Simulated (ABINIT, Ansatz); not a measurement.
An input for Ansatz 0.2.0 (Si3N4 (Fd-3m)):

```yaml
crystal:
  lattice:
    - [0.0, 3.893718, 3.893718]
    - [3.893718, 0.0, 3.893718]
    - [3.893718, 3.893718, 0.0]
  atoms:
    - { symbol: Si, position: [0.125, 0.125, 0.625] }
    - { symbol: Si, position: [0.125, 0.625, 0.125] }
    - { symbol: Si, position: [0.625, 0.125, 0.125] }
    - { symbol: Si, position: [0.125, 0.125, 0.125] }
    - { symbol: Si, position: [0.75, 0.75, 0.75] }
    - { symbol: Si, position: [0.5, 0.5, 0.5] }
    - { symbol: "N", position: [0.367563, 0.367563, 0.367563] }
    - { symbol: "N", position: [0.352689, 0.882437, 0.882437] }
    - { symbol: "N", position: [0.882437, 0.882437, 0.352689] }
    - { symbol: "N", position: [0.882437, 0.352689, 0.882437] }
    - { symbol: "N", position: [0.367563, 0.367563, 0.897311] }
    - { symbol: "N", position: [0.367563, 0.897311, 0.367563] }
    - { symbol: "N", position: [0.882437, 0.882437, 0.882437] }
    - { symbol: "N", position: [0.897311, 0.367563, 0.367563] }
kpoints:
  mp_grid: { grid: [4, 4, 4] }
hamiltonian:
  xc: pbe
  pseudopotentials: { kind: nc, accuracy: standard }
scf:
  occupations: { method: fixed }
gw:
  n_empty_bands: 336
  ecut_chi: 212.25
  qp_bands: [v2, c2]
  qp_kpoints: [[-0.25, 0.25, 0.0], [0.0, 0.0, 0.0]]
  screening: { model: godby_needs }
  pair_densities: pseudo
  plasmon_pole_fit_frequency: 27.3392
basis:
  ecutwfc: 979.61
```

```sh
ansatz run input.yaml --threads 16 --pin off --max-ram 29491MiB --backend cpu --events-out ev --progress --plain --runs-dir out
```

Q: Estimate wall time and host memory on 16 threads of Arm Neoverse N1, shared host.

It took 91 s; on shared hardware allow 46 s to 3 min. Peak host memory was 3.8 GiB. The sizes that set the cost: 8099 plane waves a state, 8 irreducible k points, 869 plane waves in the screening and 8 SCF cycles.

The screening grows as filled bands × empty bands × pairs of k points, times the square of the screening basis for the matrix.

[Paths, hosts, dates, memory and timing lines, banners, echoed tables and standing remarks are left out of the program output.]

[Logs are printed without paths, hosts, clocks, repeated set-up lines and the standing remarks that a program may print on its own settings, such as how far it seeks lower states.]

[Runs of the session that timed out or met a known fault of the program may be left out.]

[Hosts, paths, dates, database ids (printed as entryN), source tags and the programs' standing remarks are cut or masked in the printed files.]

[G0W0 gaps are taken among the corrected bands and points alone; a level outside them can change the order at an edge.]

[Where Ansatz stands beside ABINIT at settings called matched, ABINIT's density can come from a denser mesh and the files from another edition; pairs whose starting gaps differed by over 0.03 eV were left out, so agreement reads better than it is.]
